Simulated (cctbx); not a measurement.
# Occupancies in Sr2CdSn11Ge5Pb

Cell a = 4.5690 Å, b = 13.6060 Å, c = 16.9180 Å, α = 90.00°, β = 90.00°, γ = 90.00°; space group Imm2 (no. 44); nominal formula Sr2CdSn11Ge5Pb.

The data are simulated with cctbx, not measured: Mo Kα, λ = 0.71073 Å, to d = 0.6 Å, 95 % of the full sphere, strongest reflection 20000 counts, noise from counting, a 4 % proportional error and a noise floor of 4 counts (s.d.); no absorption.

With every site full:

```text
Rint 0.049, 2900 unique reflections to 0.60 A
cycle     R1     wR2    GooF  max shift (A)
   1  0.0719  0.1475   2.054   0.01566
   3  0.0342  0.0741   1.032   0.00018
final R1 0.0342 wR2 0.0741 GooF 1.032  parameters 64  data/parameter 45.3
atom        x        y        z      Ueq    occ   su(xyz)  su(Uiso or U11)
Pb1    0.50000  0.50000  0.10869   0.0165  1.000  0.00006  0.0003
Sn1    0.00000  0.37770  0.99965   0.0166  1.000  0.00008  0.0003
Sn2    0.00000  0.87579  0.00233   0.0188  1.000  0.00008  0.0003
Sn3    0.00000  0.35782  0.19690   0.0147  1.000  0.00006  0.0003
Sn4    0.50000  0.35316  0.69484   0.0152  1.000  0.00006  0.0003
Sn5    0.00000  0.39531  0.80204   0.0174  1.000  0.00007  0.0004
Sn6    0.50000  0.50000  0.91188   0.0146  1.000  0.00008  0.0005
Cd2    0.00000  0.50000  0.61223   0.0118  1.000  0.00011  0.0005
Sr1    0.50000  0.75232  0.89407   0.0210  1.000  0.00011  0.0004
Ge1    0.50000  0.39415  0.30416   0.0231  1.000  0.00016  0.0007
Ge2    0.50000  0.25379  0.09028   0.0237  1.000  0.00011  0.0006
Ge3    0.00000  0.50000  0.40802   0.0165  1.000  0.00015  0.0009
difference map: max 3.86 min -1.89 rms 0.37
Q1    0.0000  0.5000  0.5897    2    3.90  0.38 A from Cd2
Q2    0.0000  0.5000  0.6307    2    3.10  0.31 A from Cd2
Q3    0.0000  0.5000  0.4319    2    1.81  0.40 A from Ge3
Q4    0.0000  0.1113  0.7752    4    1.70  0.50 A from Ge1
Q5    0.0000  0.1549  0.9543    4    1.67  0.91 A from Sn2
Q6    0.0000  0.3951  0.0089    4    1.51  0.28 A from Sn1
```

With the occupancies of the suspect sites free, each still typed as its main element:

```text
Rint 0.049, 2900 unique reflections to 0.60 A
cycle     R1     wR2    GooF  max shift (A)
   1  0.0848  0.1786   2.488   0.00016
  20  0.0323  0.0702   0.977   0.00012
final R1 0.0323 wR2 0.0701 GooF 0.976  parameters 66  data/parameter 43.9
atom        x        y        z      Ueq    occ   su(xyz)  su(Uiso or U11)
Pb1    0.50000  0.50000  0.10865   0.0156  0.970  0.00006  0.0003
Sn1    0.00000  0.37768  0.99968   0.0169  1.000  0.00007  0.0003
Sn2    0.00000  0.87580  0.00234   0.0190  1.000  0.00008  0.0003
Sn3    0.00000  0.35782  0.19692   0.0149  1.000  0.00006  0.0003
Sn4    0.50000  0.35318  0.69486   0.0154  1.000  0.00006  0.0003
Sn5    0.00000  0.39531  0.80199   0.0176  1.000  0.00007  0.0003
Sn6    0.50000  0.50000  0.91181   0.0147  1.000  0.00008  0.0005
Cd2    0.00000  0.50000  0.61230   0.0129  1.026  0.00011  0.0005
Sr1    0.50000  0.75243  0.89406   0.0213  1.000  0.00010  0.0004
Ge1    0.50000  0.39416  0.30434   0.0235  1.000  0.00015  0.0006
Ge2    0.50000  0.25376  0.09026   0.0240  1.000  0.00011  0.0005
Ge3    0.00000  0.50000  0.40810   0.0170  1.000  0.00015  0.0008
su of occupancy Pb1: 0.004
su of occupancy Cd2: 0.005
difference map: max 3.00 min -1.65 rms 0.34
Q1    0.0000  0.5000  0.5908    2    3.00  0.36 A from Cd2
Q2    0.0000  0.5000  0.6305    2    2.06  0.31 A from Cd2
Q3    0.0000  0.1547  0.9544    4    1.56  0.91 A from Sn2
Q4    0.0000  0.0228  0.5185    4    1.53  1.56 A from Pb1
Q5    0.0000  0.5000  0.8560    2    1.40  1.69 A from Sn5
Q6    0.0000  0.0000  0.1532    2    1.39  2.12 A from Sn4
```

**Question.** What is the disorder?

X-rays count electrons. Pb1 refines to 0.970(0.004), or 79.5 electrons; the site truly holds 0.9 Pb and 0.1 Cd, 78.6 electrons, which is 0.959 of Pb; Cd2 refines to 1.026(0.005), or 49.2 electrons; the site truly holds 0.9 Cd and 0.1 Pb, 51.4 electrons, which is 1.071 of Cd. A value under 1 can't tell vacancies from a lighter guest, and one over 1 needs a heavier guest; chemistry or a second radiation must settle which. Occupancy correlates with U and the scale, and the two elements' form factors differ in shape, so the match is approximate.

Freeing them takes R1 from 0.0342 to 0.0323 and GooF from 1.03 to 0.98.

The model was made for the exercise: a known structure type with other elements put in, its volume estimated, not relaxed; displacement parameters are assumed.

[Middle refinement cycles are left out of these outputs.]

[Logs are printed without paths, hosts, clocks, repeated set-up lines and the standing remarks that a program may print on its own settings, such as how far it seeks lower states.]
